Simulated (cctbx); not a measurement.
# Reading a Patterson map

Space group P6_3/mmc (no. 194), a = 4.0100 Å, b = 4.0100 Å, c = 14.0310 Å, α = 90.00°, β = 90.00°, γ = 120.00°, content Sr2 Co6 Ti4.

Simulated single-crystal data (cctbx): Cu Kα, λ = 1.54184 Å, to d = 0.83 Å, 70 % of the full sphere, strongest reflection 70000 counts, noise from counting, a 3 % proportional error and a noise floor of 8 counts (s.d.); no absorption.

Patterson synthesis, origin scaled to 1000:

```text
Patterson group P 6/m m m
      u       v       w   height  length (A)
  0.000   0.000   0.000   1000.0     0.00
  0.000   0.000   0.500    854.3     7.02
  0.000   0.000   0.251    509.3     3.52
  0.333   0.667   0.336    433.8     5.25
  0.333   0.667   0.163    400.4     3.26
  0.333   0.667   0.109    230.3     2.78
  0.333   0.667   0.410    222.0     6.20
  0.333   0.667   0.500    173.1     7.39
  0.000   0.000   0.170    170.8     2.38
  0.000   0.258   0.465    -27.5     6.60
  0.000   0.500   0.463    -30.8     6.80
  0.000   0.500   0.042    -31.0     2.09
  0.000   0.293   0.205    -32.8     3.10
  0.000   0.378   0.373    -33.0     5.45
```

Q: Assign the vectors.

A peak at u stands for all pairs with xi − xj = u, with weight Σ ZiZj against Σ Z² = 9198 at the origin. Peak heights follow these weights only roughly, since form factors, motion and series ripples differ, all vectors within 0.55 Å of a peak are counted as merged into it though the farther ones add only part of their weight, and F(000) is left out, which lowers the whole map:

| u | v | w | shortest length (Å) | height | 1000 ΣZiZj/ΣZ² | pairs in the cell |
| --- | --- | --- | --- | --- | --- | --- |
| 0.000 | 0.000 | 0.500 | 7.02 | 854 | 989 | 8 × Co–Ti, 2 × Sr–Sr, 2 × Co–Co |
| 0.000 | 0.000 | 0.251 | 3.52 | 509 | 446 | 4 × Sr–Co |
| 0.333 | 0.667 | 0.336 | 5.25 | 434 | 534 | 2 × Sr–Co, 2 × Sr–Ti, 2 × Co–Ti |
| 0.333 | 0.667 | 0.163 | 3.25 | 400 | 537 | 2 × Sr–Co, 2 × Sr–Ti, 1 × Co–Co, 1 × Ti–Ti |
| 0.333 | 0.667 | 0.109 | 2.77 | 230 | 367 | 3 × Co–Co, 2 × Co–Ti |
| 0.333 | 0.667 | 0.410 | 6.20 | 222 | 288 | 2 × Co–Co, 2 × Co–Ti |
| 0.333 | 0.667 | 0.500 | 7.39 | 173 | 264 | 2 × Co–Co, 2 × Ti–Ti |
| 0.000 | 0.000 | 0.170 | 2.39 | 171 | 258 | 4 × Co–Ti |

The table stops at ten peaks or at a height of 45, below which ripples compete. In the model behind the data Sr, the heaviest element, has 1 independent site: (0, 0, 1/4), up to an allowed shift of origin; the Sr–Sr vectors are differences of these positions and their symmetry mates. The whole model:

```csv
atom,mult.,x,y,z,Ueq (Å²)
Sr1,2,0,0,1/4,0.0293
Co1,4,2/3,1/3,0.5730,0.0399
Co2,2,0,0,0,0.0148
Ti1,4,1/3,2/3,0.9028,0.0284
```

This is a model crystal, built by substitution and not relaxed, with assumed displacement parameters.

[Logs are printed without paths, hosts, clocks, repeated set-up lines and the standing remarks that a program may print on its own settings, such as how far it seeks lower states.]
